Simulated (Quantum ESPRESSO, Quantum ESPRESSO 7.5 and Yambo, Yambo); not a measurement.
# BiOBr (P4/nmm): G0W0 with Yambo, start to end

Wanted: ground state, empty states, screening and self-energy for BiOBr (P4/nmm).

Program: Quantum ESPRESSO 7.5 and Yambo 5.3.0. Level of theory: PBEsol and many-body steps on it, plane waves. Results are calculated unless marked as measured.

The database entry behind the starting cell differs from later determinations by our own check (0.1 to 0.3 % short, probably kX units), so it need not match the best structure at ambient conditions.

### 1. The structure

The structure is tetragonal, space group P4/nmm (No. 129). Conventional cell: a = 3.916 Å, b = 3.916 Å, c = 8.077 Å, α = 90.00°, β = 90.00°, γ = 90.00°. Nearest to Bi lie 4 O at 2.32 Å and 4 Br at 3.18 Å. Nearest to Br lie 4 Bi at 3.18 Å. O has 4 Bi at 2.32 Å nearest. Farther neighbours and most contacts between anions are not listed.

Structure file:

```cif
data_structure
_symmetry_space_group_name_H-M 'P4/nmm:1'
_symmetry_Int_Tables_number 129
_cell_length_a 3.9160
_cell_length_b 3.9160
_cell_length_c 8.0770
_cell_angle_alpha 90.000
_cell_angle_beta 90.000
_cell_angle_gamma 90.000
_cell_volume 123.86
loop_
_atom_site_label
_atom_site_type_symbol
_atom_site_symmetry_multiplicity
_atom_site_Wyckoff_symbol
_atom_site_fract_x
_atom_site_fract_y
_atom_site_fract_z
_atom_site_occupancy
Bi1 Bi 2 c 0.00000 0.50000 0.15400 1
Br1 Br 2 c 0.00000 0.50000 0.65300 1
O1 O 2 a 0.00000 0.00000 0.00000 1
```

The cell and positions come from the Crystallography Open Database and are kept as given unless a step says otherwise. Spin-orbit coupling is left out unless a step names it.

### 2. Ground state

This step: Quantum ESPRESSO 7.5; DFT, PBEsol, plane waves, norm-conserving pseudopotentials.

The ground-state density comes first.

pw.in

```
&control
  calculation = 'scf'
  prefix = 'x'
  outdir = 'o'
  pseudo_dir = 'pseudo'
/
&system
  ibrav = 0
  nat = 6
  ntyp = 3
  ecutwfc = 76.0
  nbnd = 53
  force_symmorphic = .true.
/
&electrons
  conv_thr = 1e-10
  electron_maxstep = 80
  mixing_beta = 0.5
/
ATOMIC_SPECIES
  Bi 208.98 Bi.upf
  Br 79.904 Br.upf
  O 15.999 O.upf
CELL_PARAMETERS angstrom
  3.9160000000 0.0000000000 0.0000000000
  0.0000000000 3.9160000000 0.0000000000
  0.0000000000 0.0000000000 8.0770000000
ATOMIC_POSITIONS crystal
  Bi 0.0000000000 0.5000000000 0.1540000000
  Bi 0.5000000000 0.0000000000 0.8460000000
  Br 0.0000000000 0.5000000000 0.6530000000
  Br 0.5000000000 0.0000000000 0.3470000000
  O 0.0000000000 0.0000000000 0.0000000000
  O 0.5000000000 0.5000000000 0.0000000000
K_POINTS automatic
  6 6 4 0 0 0
```

Command:

```
OMP_NUM_THREADS=1 mpirun -n 4 pw.x -nk 4 -in pw.in > pw.out
```

What it wrote:

```text
Program PWSCF v.7.5 starts

     This program is part of the open-source Quantum ESPRESSO suite
     for quantum simulation of materials; please cite
         "P. Giannozzi et al., J. Phys.:Condens. Matter 21 395502 (2009);
         "P. Giannozzi et al., J. Phys.:Condens. Matter 29 465901 (2017);
         "P. Giannozzi et al., J. Chem. Phys. 152 154105 (2020);
     in publications or presentations arising from this work. More details at
     Message from routine setup:
     using ibrav=0 with symmetry is DISCOURAGED, use correct ibrav instead

     G-vector sticks info

     bravais-lattice index     =            0
     lattice parameter (alat)  =       7.4002  a.u.
     unit-cell volume          =     835.8571 (a.u.)^3
     number of atoms/cell      =            6
     number of atomic types    =            3
     number of electrons       =        92.00
     number of Kohn-Sham states=           53
     kinetic-energy cutoff     =      76.0000  Ry
     charge density cutoff     =     304.0000  Ry
     scf convergence threshold =      1.0E-10
     mixing beta               =       0.5000
     number of iterations used =            8  plain     mixing
     Exchange-correlation= PBESOL
                           (   1   4  10   8   0   0   0)

     celldm(1)=   7.400168  celldm(2)=   0.000000  celldm(3)=   0.000000
     celldm(4)=   0.000000  celldm(5)=   0.000000  celldm(6)=   0.000000

     crystal axes: (cart. coord. in units of alat)
               a(1) = (   1.000000   0.000000   0.000000 )
               a(2) = (   0.000000   1.000000   0.000000 )
               a(3) = (   0.000000   0.000000   2.062564 )

     reciprocal axes: (cart. coord. in units 2 pi/alat)
               b(1) = (  1.000000  0.000000  0.000000 )
               b(2) = (  0.000000  1.000000  0.000000 )
               b(3) = (  0.000000  0.000000  0.484833 )
     Pseudo is Norm-conserving + core correction, Zval = 23.0
     Generated using ONCVPSP code by D. R. Hamann
     Using radial grid of 1472 points,  6 beta functions with:
     Pseudo is Norm-conserving + core correction, Zval = 17.0
     Generated using ONCVPSP code by D. R. Hamann
     Using radial grid of 1098 points,  6 beta functions with:
     Pseudo is Norm-conserving + core correction, Zval =  6.0
     Generated using ONCVPSP code by D. R. Hamann
     Using radial grid of  936 points,  5 beta functions with:
     Bi               23.00   208.98000     Bi( 1.00)
     Br               17.00    79.90400     Br( 1.00)
     O                 6.00    15.99900     O ( 1.00)

      8 Sym. Ops. (no inversion) found

   Cartesian axes

     site n.     atom                  positions (alat units)
         1        Bi     tau(   1) = (   0.0000000   0.5000000   0.3176348  )
         2        Bi     tau(   2) = (   0.5000000   0.0000000   1.7449290  )
         3        Br     tau(   3) = (   0.0000000   0.5000000   1.3468542  )
         4        Br     tau(   4) = (   0.5000000   0.0000000   0.7157097  )
         5        O      tau(   5) = (   0.0000000   0.0000000   0.0000000  )
         6        O      tau(   6) = (   0.5000000   0.5000000   0.0000000  )

     number of k points=    30
                       cart. coord. in units 2pi/alat
        k(    1) = (   0.0000000   0.0000000   0.0000000), wk =   0.0138889
        k(    2) = (   0.0000000   0.0000000   0.1212084), wk =   0.0277778
        k(    3) = (   0.0000000   0.0000000  -0.2424167), wk =   0.0138889
        k(    4) = (   0.0000000   0.1666667   0.0000000), wk =   0.0555556
        k(    5) = (   0.0000000   0.1666667   0.1212084), wk =   0.1111111
        k(    6) = (   0.0000000   0.1666667  -0.2424167), wk =   0.0555556
        k(    7) = (   0.0000000   0.3333333   0.0000000), wk =   0.0555556
        k(    8) = (   0.0000000   0.3333333   0.1212084), wk =   0.1111111
        k(    9) = (   0.0000000   0.3333333  -0.2424167), wk =   0.0555556
        k(   10) = (   0.0000000  -0.5000000   0.0000000), wk =   0.0277778
     [... 18 further rows ...]
        k(   29) = (  -0.5000000  -0.5000000   0.1212084), wk =   0.0277778
        k(   30) = (  -0.5000000  -0.5000000  -0.2424167), wk =   0.0138889

     Dense  grid:    74789 G-vectors     FFT dimensions: (  45,  45,  90)

     Initial potential from superposition of free atoms

     starting charge      91.9984, renormalised to      92.0000
     Starting wfcs are   52 randomized atomic wfcs +    1 random wfcs

     per-process dynamical memory:   119.5 Mb

     Self-consistent Calculation

     iteration #  1     ecut=    76.00 Ry     beta= 0.50

     total energy              =   -1534.99223423 Ry
     estimated scf accuracy    <       1.16397836 Ry

     iteration #  2     ecut=    76.00 Ry     beta= 0.50

     total energy              =   -1535.11072071 Ry
     estimated scf accuracy    <       1.66581606 Ry

     iteration #  3     ecut=    76.00 Ry     beta= 0.50

     total energy              =   -1535.43308263 Ry
     estimated scf accuracy    <       0.20832043 Ry

     iteration #  4     ecut=    76.00 Ry     beta= 0.50

     total energy              =   -1535.45472445 Ry
     estimated scf accuracy    <       0.01038461 Ry

     iteration #  5     ecut=    76.00 Ry     beta= 0.50

     total energy              =   -1535.45652288 Ry
     estimated scf accuracy    <       0.00434884 Ry

     iteration #  6     ecut=    76.00 Ry     beta= 0.50

     total energy              =   -1535.45703938 Ry
     estimated scf accuracy    <       0.00004459 Ry

     iteration #  7     ecut=    76.00 Ry     beta= 0.50

     total energy              =   -1535.45705450 Ry
     estimated scf accuracy    <       0.00001033 Ry

     iteration #  8     ecut=    76.00 Ry     beta= 0.50

     total energy              =   -1535.45705592 Ry
     estimated scf accuracy    <       0.00000072 Ry

     iteration #  9     ecut=    76.00 Ry     beta= 0.50

     total energy              =   -1535.45705610 Ry
     estimated scf accuracy    <       0.00000036 Ry

     iteration # 10     ecut=    76.00 Ry     beta= 0.50

     total energy              =   -1535.45705616 Ry
     estimated scf accuracy    <       0.00000001 Ry

     iteration # 11     ecut=    76.00 Ry     beta= 0.50

     total energy              =   -1535.45705616 Ry
     estimated scf accuracy    <       0.00000001 Ry

     iteration # 12     ecut=    76.00 Ry     beta= 0.50

     End of self-consistent calculation

          k = 0.0000 0.0000 0.0000 (  9399 PWs)   bands (ev):

  -142.9439-142.9439 -80.9818 -80.9816 -80.9696 -80.9696 -80.9695 -80.9695
   -49.5760 -49.5759 -49.5751 -49.5750 -49.5501 -49.5501 -49.5499 -49.5499
   -49.5414 -49.5414 -12.5067 -12.3081 -12.3081 -12.2965 -12.2952 -12.2612
   -12.2440 -12.2355 -12.2355 -12.2146  -8.9495  -6.3825  -4.0304  -3.8151
     0.0478   2.3686   4.8537   4.8537   7.6729   7.8235   7.8235   7.9111
     8.5073   8.5909   8.5909   8.8601   8.8601   8.9464  11.9600  12.8876
    14.5611  14.5611  16.2402  16.2402  16.4117

          k = 0.0000 0.0000 0.1212 (  9362 PWs)   bands (ev):

  -142.9439-142.9438 -80.9818 -80.9816 -80.9696 -80.9696 -80.9695 -80.9695
   -49.5760 -49.5759 -49.5751 -49.5750 -49.5501 -49.5501 -49.5499 -49.5499
   -49.5414 -49.5414 -12.5067 -12.3081 -12.3081 -12.2965 -12.2952 -12.2612
   -12.2440 -12.2355 -12.2355 -12.2146  -8.9488  -6.3825  -4.1346  -3.6987
     0.0412   2.3443   4.8588   4.8588   7.6727   7.7774   7.7950   7.7950
     8.4579   8.4579   8.6032   9.0452   9.0452   9.2182  11.8307  12.5244
    14.4725  14.4725  16.2804  16.2804  16.5388

          k = 0.0000 0.0000-0.2424 (  9314 PWs)   bands (ev):

  -142.9438-142.9437 -80.9818 -80.9816 -80.9696 -80.9696 -80.9695 -80.9695
   -49.5760 -49.5759 -49.5751 -49.5750 -49.5501 -49.5501 -49.5499 -49.5499
   -49.5414 -49.5414 -12.5067 -12.3080 -12.3080 -12.2965 -12.2952 -12.2612
   -12.2440 -12.2355 -12.2355 -12.2146  -8.9481  -6.3825  -4.2000  -3.6210
     0.0344   2.3202   4.8640   4.8640   7.6724   7.6784   7.7648   7.7648
     8.3879   8.3879   8.7015   9.1696   9.1696   9.4844  11.7620  12.0947
    14.3873  14.3873  16.3165  16.3165  16.7437

          k = 0.0000 0.1667 0.0000 (  9367 PWs)   bands (ev):

     [... further k-points ...]

     highest occupied, lowest unoccupied level (ev):     9.6103   11.7620

!    total energy              =   -1535.45705616 Ry
     estimated scf accuracy    <          7.9E-11 Ry

     The total energy is the sum of the following terms:
     one-electron contribution =    -922.25206585 Ry
     hartree contribution      =     458.86251766 Ry
     xc contribution           =    -246.45006122 Ry
     ewald contribution        =    -825.61744674 Ry

     convergence has been achieved in  12 iterations

     XML data file, charge density, pseudopotentials, collected wavefunctions

=------------------------------------------------------------------------------=
   JOB DONE.
=------------------------------------------------------------------------------=
```

Wall time 86 s (4 MPI ranks of Arm Neoverse V1, shared host); peak memory 0.73 GiB; 5.8 min of CPU time.

This step gave:

- total energy: -20890.9575 eV
- gap: 2.152 eV
- k of the valence top: 0, 0.3333, -0.5
- k of the conduction bottom: 0, 0, -0.5
- least direct gap: 2.278 eV

The gap is indirect, with the least direct gap 0.13 eV higher.

(Part 1 of 3 ends here.)

[Paths, hosts, dates, memory and timing lines, banners, echoed tables and standing remarks are left out of the program output.]

[Logs are printed without paths, hosts, clocks, repeated set-up lines and the standing remarks that a program may print on its own settings, such as how far it seeks lower states.]

[Runs of the session that timed out or met a known fault of the program may be left out.]

[Hosts, paths, dates, database ids (printed as entryN), source tags and the programs' standing remarks are cut or masked in the printed files.]
